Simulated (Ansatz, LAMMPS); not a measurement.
# Structural relaxation of glassy 44SiO2-29Al2O3-27Li2O (mol %) (197 atoms), part 2 of 2

Wanted: the relaxed structure of glassy 44SiO2-29Al2O3-27Li2O (mol %) (197 atoms) and its electronic structure.

Ansatz 0.2.0; Kohn-Sham DFT, PBE, PAW (set soft_2), plane waves.

The cell: 24 Si, 32 Al, 30 Li and 111 O. The quench rate of 200 K/ps is many orders above laboratory rates. The starting topology of bonds comes from the classical model. Sampling is at Γ alone, for a cell whose shortest periodic width is 13 Å.

So far, density (g/cm³): step 5 (distances and neighbours after relaxation) 2.65.

## (6) Single point at the relaxed geometry

The electronic structure is read at the final geometry, in a run of its own.

The input, input.yaml:

```yaml
crystal:
  lattice:
    - [13.0201, 0.0, 0.0]
    - [0.0, 13.0201, 0.0]
    - [0.0, 0.0, 13.0201]
  atoms:
    - { symbol: Si, position: [0.20248, 0.03812, 0.63841] }
    - { symbol: Si, position: [0.03815, 0.64987, 0.13489] }
    - { symbol: Si, position: [0.85801, 0.47809, 0.61712] }
    - { symbol: Si, position: [0.20277, 0.58979, 0.29763] }
    - { symbol: Si, position: [0.84613, 0.52968, 0.18685] }
    - { symbol: Si, position: [0.05885, 0.26675, 0.80739] }
    - { symbol: Si, position: [0.35786, 0.394, 0.06581] }
    - { symbol: Si, position: [0.48188, 0.8126, 0.39502] }
    - { symbol: Si, position: [0.86946, 0.32559, 0.2804] }
    - { symbol: Si, position: [0.8994, 0.92398, 0.39991] }
    - { symbol: Si, position: [0.20911, 0.6934, 0.49428] }
    - { symbol: Si, position: [0.44056, 0.73718, 0.78525] }
    - { symbol: Si, position: [0.84962, 0.00016, 0.00305] }
    - { symbol: Si, position: [0.41462, 0.04984, 0.5451] }
    - { symbol: Si, position: [0.68789, 0.25474, 0.43986] }
    - { symbol: Si, position: [0.94802, 0.39839, 0.95886] }
    - { symbol: Si, position: [0.99956, 0.29856, 0.58753] }
    - { symbol: Si, position: [0.15422, 0.98406, 0.27776] }
    - { symbol: Si, position: [0.11949, 0.89821, 0.48634] }
    - { symbol: Si, position: [0.28377, 0.28011, 0.87905] }
    - { symbol: Si, position: [0.98212, 0.64302, 0.52099] }
    - { symbol: Si, position: [0.33456, 0.81109, 0.98249] }
    - { symbol: Si, position: [0.4681, 0.99939, 0.94911] }
    - { symbol: Si, position: [0.7254, 0.88829, 0.81635] }
    - { symbol: Al, position: [0.82554, 0.20661, 0.64473] }
    - { symbol: Al, position: [0.67607, 0.63805, 0.58329] }
    - { symbol: Al, position: [0.21519, 0.13579, 0.06502] }
    - { symbol: Al, position: [0.15923, 0.66991, 0.91324] }
    - { symbol: Al, position: [0.40973, 0.47884, 0.32422] }
    - { symbol: Al, position: [0.76967, 0.03934, 0.55477] }
    - { symbol: Al, position: [0.55427, 0.88507, 0.62923] }
    - { symbol: Al, position: [0.57443, 0.45458, 0.84114] }
    [... 159 atom lines left out ...]
    - { symbol: O, position: [0.81572, 0.83734, 0.42847] }
    - { symbol: O, position: [0.01416, 0.4958, 0.91474] }
    - { symbol: O, position: [0.54753, 0.67847, 0.77398] }
    - { symbol: O, position: [0.15722, 0.03192, 0.99063] }
    - { symbol: O, position: [0.25886, 0.37708, 0.1414] }
    - { symbol: O, position: [0.33891, 0.26755, 0.76824] }
kpoints:
  mp_grid: { grid: [1, 1, 1] }
hamiltonian:
  xc: pbe
scf:
  occupations: { method: fixed }
output:
  forces: true
  stress: true
  populations: true
  dos:
    method: { smearing: { sigma: 0.1 } }
    de: 0.1
    projected: { site_lists: { Al: [Al], Li: [Li], O: [O], Si: [Si] } }
  eigenvalues: true
  write_density: true
  write_potential: true
  volumetric_format: npy
  elf: true
```

The run is started by

```
$ ansatz run input.yaml --threads 4 --pin off --max-ram 8192MiB --backend cpu --events-out ev --progress --plain --runs-dir out
```

Elapsed: 86 s, on 4 threads of Arm Neoverse V1, shared host; peak memory 3.7 GiB; 5.6 min of CPU time.

Read from the output:

```yaml
free_energy: -101829.6069 eV
free_energy_per_atom: -516.9016 eV/atom
scf_cycles: 9
pressure: 1.965 GPa
r_m_s_force_component: 0.00664 eV/Å
longest_force: 0.04713 eV/Å
fermi_energy: 4.048 eV
spacing_of_highest_filled_and_lowest_empty_level: 3.925 eV
spilling_of_the_projection: 0.01069
```

Löwdin charges by element and coordination (they lack the spilled electrons, 0.051 e an atom on average):

```
element  coordination  atoms  mean charge (e)  spread   least    most
     Al           all     32             1.29  0.0483    1.18    1.37
     Al             4     22             1.29  0.0559    1.18    1.37
     Al             5      9             1.29  0.0221    1.25    1.33
     Al             6      1             1.25       0    1.25    1.25
     Li           all     30            0.816  0.0149   0.775   0.842
     Li             3     10            0.817  0.0115   0.798   0.842
     Li             4     14            0.818   0.013   0.787   0.836
     Li             5      6            0.810   0.021   0.775   0.838
      O           all    111           -0.866  0.0692   -1.10  -0.749
      O             2     16           -0.807  0.0236  -0.833  -0.767
      O             3     64           -0.852  0.0485  -0.971  -0.749
      O             4     28           -0.912  0.0695   -1.10  -0.791
      O             5      3            -1.05  0.0585   -1.10  -0.967
     Si           all     24             1.69  0.0356    1.62    1.74
```

States in the cell by windows of 1 eV, zero at the Fermi level; the larger projections on atomic orbitals stand beside the total:

| from (eV) | to (eV) | total | O p | Al p | O s |
| --- | --- | --- | --- | --- | --- |
| -18 | -17 | 84.5 | 0.8 | 6.2 | 66.1 |
| -17 | -16 | 47.2 | 0.4 | 4.6 | 38.2 |
| -16 | -15 | 12.9 | 0.1 | 1.4 | 10.8 |
| -15 | -10 | 0.0 | 0.0 | 0.0 | 0.0 |
| -10 | -9 | 2.8 | 1.9 | 0.0 | 0.1 |
| -9 | -8 | 13.9 | 9.3 | 0.2 | 0.8 |
| -8 | -7 | 19.0 | 13.2 | 0.3 | 1.0 |
| -7 | -6 | 33.0 | 24.4 | 0.9 | 1.0 |
| -6 | -5 | 63.3 | 48.2 | 3.0 | 1.7 |
| -5 | -4 | 81.1 | 64.5 | 5.2 | 2.5 |
| -4 | -3 | 104.3 | 89.0 | 5.7 | 2.4 |
| -3 | -2 | 123.9 | 112.8 | 3.7 | 1.7 |
| -2 | -1 | 142.1 | 134.2 | 2.1 | 1.2 |
| -1 | 0 | 79.4 | 76.0 | 0.9 | 0.4 |
| 0 | 1 | 3.2 | 3.1 | 0.0 | 0.0 |
| 1 | 3 | 0.0 | 0.0 | 0.0 | 0.0 |
| 3 | 4 | 1.3 | 0.0 | 0.0 | 0.4 |
| 4 | 5 | 1.6 | 0.1 | 0.2 | 0.4 |

With fixed occupations the program's Fermi level is the highest filled level; weight inside the gap is the broadening of levels at its edges.

Between -26 and -18 eV lie 77 more states.

The stored curve holds about 888 of the 948 electrons; the rest, give or take the few that broadening carries across the Fermi level, lie in deeper levels below its range.

The levels nearest the highest filled one (over half full), pooled over k-points and spins:

```csv
level less the highest filled one (eV),occupation
-0.237,2
-0.172,2
-0.147,2
-0.106,2
-0.0294,2
0,2
3.93,0
4.96,0
5.16,0
5.25,0
5.42,0
5.45,0
```

ELF in the ac plane at fractional y = 0.041, with atoms of Si and Al and Li and O within 0.2 Å of it. It is the smooth field of the valence electrons, not physical close to the nuclei.

Ten even steps from '0' (0.05 × 1e-1) to '9' (9.60 × 1e-1), each cell a mean:
```
5127866872000112455311000001121168877
2002777621200012322110000001343235666
0000122118950147886310011101565201221
1000000113410487567521122100233200001
0000004776410388778610011000000000000
0000026888730035654100121000134320000
0000037887630000112320132002688862000
0000123444211001478873000015887885100
0134431112555313786786100014788863000
0367753115777632688874001110234420000
0157752114677721256531024420001333200
2014420001344323332100034530026888720
0000000000001378876200002220158867850
0000000000001586478403400000047888741
0344210000001588787301101110013454210
3788752100110145431000146764100000000
3788873234662001333211588888500022200
1467752467887216787631488788212113310
0112222478886115888731267763079501100
0000000246652002566410012110023100000
0000000001100000000000000147875200000
0000012210000001344320001587677520000
0003577752000003677641001687578523322
3026876873000003788631000256775137765
```
Columns run along a (13.0 Å), rows up along c (13.0 Å). Atoms in or near the plane, at fractional coordinates: Si at (0.20, 0.64), Si at (0.41, 0.55), Al at (0.77, 0.55), Al at (0.05, 0.91), Li at (0.27, 0.88), Li at (0.81, 0.22), O at (0.44, 0.42), O at (0.44, 0.83), O at (0.76, 0.08), O at (0.87, 0.47), O at (0.16, 0.99).

Electrostatic potential energy in the ac plane at fractional y = 0.041, with atoms of Si and Al and Li and O within 0.2 Å of it. With pseudopotentials it is smooth inside the atoms' cores, unlike the true potential.

Ten even steps from '0' (-35 eV) to '9' (10 eV), each cell a mean:
```
7667400499999986312689999999974235458
5665677886678986312689999999988788887
5775689862148997446889999999999999987
6666899985568982005877899999999999998
9999999989999984126655579999999999999
9999999646999999887556568999999999999
9999998657999999998655679999976899999
9999862114799999986688899999821499999
9999840001689888730069999998755799999
9998762114667632332489999875556899999
7888888778876400027899999855775799998
5789999999998510047999999865555656886
7889999999999873358988889988787100698
9999999999999950017975578999999534899
9999999999988763249986689999999999999
9975788899865557899998899999999999999
9952355688865556899998884249999999999
9987644686566567877998872138866789999
9999877885468889867998888889731489999
9999999999999999999999999999865689999
9999999999999999999999999998789999999
9999999888999999999999999971027889999
9999988888999999987999999972015567899
9999510489999998755899999998762015789
```
Columns run along a (13.0 Å; values clipped at the 3rd and 97th percentile), rows up along c (13.0 Å). Atoms in or near the plane, at fractional coordinates: Si at (0.20, 0.64), Si at (0.41, 0.55), Al at (0.77, 0.55), Al at (0.05, 0.91), Li at (0.27, 0.88), Li at (0.81, 0.22), O at (0.44, 0.42), O at (0.44, 0.83), O at (0.76, 0.08), O at (0.87, 0.47), O at (0.16, 0.99).

Mean Löwdin charges: Al +1.29, Li +0.82, O -0.87, Si +1.69 e (they miss 1.1 % of the electrons, so they add up to more than the cell's charge).

The surroundings of O129, which has 5 bonded neighbours where the commonest count for O is 3, nearest first, numbered as they follow in the input and with coordinates relative to it.

| atom | x | y | z | distance (Å) | bonds | Löwdin charge (e) |
| --- | --- | --- | --- | --- | --- | --- |
| O129 | 0.00 | 0.00 | 0.00 | 0.00 | 5 | -0.97 |
| Al37 | 0.00 | -1.12 | 1.35 | 1.76 | 4 | 1.22 |
| Al55 | -1.95 | -0.39 | -0.34 | 2.02 | 5 | 1.27 |
| Li58 | 0.84 | 1.81 | 0.52 | 2.06 | 4 | 0.83 |
| Li65 | -0.36 | 1.45 | -1.52 | 2.13 | 4 | 0.81 |
| Li62 | 0.55 | -1.01 | -1.91 | 2.23 | 4 | 0.80 |
| O88 | -1.73 | -1.58 | 1.09 | 2.58 | 4 | -0.89 |
| O92 | -2.07 | 1.27 | -0.92 | 2.60 | 3 | -0.87 |

The column of bonds counts only the pairs O-Al within 2.33 Å, O-Li within 2.58 Å, O-Si within 2.08 Å; other neighbours, such as metal atoms beside each other in a compound, aren't counted, and periodic images can show an atom twice.

## (7) Summary of results

| Item | Value |
| --- | --- |
| energy change in the relaxation | -43.02 meV/atom |
| r.m.s. displacement | 0.367 Å |
| largest displacement | 1.715 Å |
| free energy per atom | -516.9016 eV/atom |
| pressure | 1.965 GPa |
| r.m.s. force component | 0.00664 eV/Å |
| gap (highest filled to lowest empty level) | 3.925 eV |
| wall time of the 3 DFT runs | 33 min |

Relaxation lowers the energy by 43.0 meV/atom and moves atoms by 0.37 Å r.m.s.; the r.m.s. force component goes from 0.76 to 0.0066 eV/Å, the pressure goes from 7.6 to 2.0 GPa, and the gap from 3.59 to 3.93 eV. By the final cutoffs 21 of 347 bonded pairs parted and 25 joined. First to last step the energy falls by 8.475 eV; the largest move, 1.71 Å, is that of Li86. The O-Li bonds change most in mean length: from 2.109 Å (spread 0.168) to 2.051 Å (spread 0.166), and their number from 117 to 116. By these cutoffs 69 % of Al atoms have 4, 47 % of Li atoms have 4, 58 % of O atoms have 3 and all Si atoms have 4 bonded neighbours. 72 % of the oxygens bridge two formers (Si and Al) and 8 % are non-bridging; 20 % join three. Between filled and empty levels lie 3.93 eV (at Γ alone); a semilocal functional tends to put such gaps too low. In a disordered cell it changes from sample to sample, and tail or defect levels can set it.

Caveats: The network of bonds at the start is that of the classical potential that made the cell; in DFT 21 of its 347 bonded pairs passed out of the cutoffs and 25 came within them. The pressure of 2.0 GPa shows the cell to be compressed for this functional.

[Logs are printed without paths, hosts, clocks, repeated set-up lines and the standing remarks that a program may print on its own settings, such as how far it seeks lower states.]

[Hosts, paths, dates, database ids (printed as entryN), source tags and the programs' standing remarks are cut or masked in the printed files.]
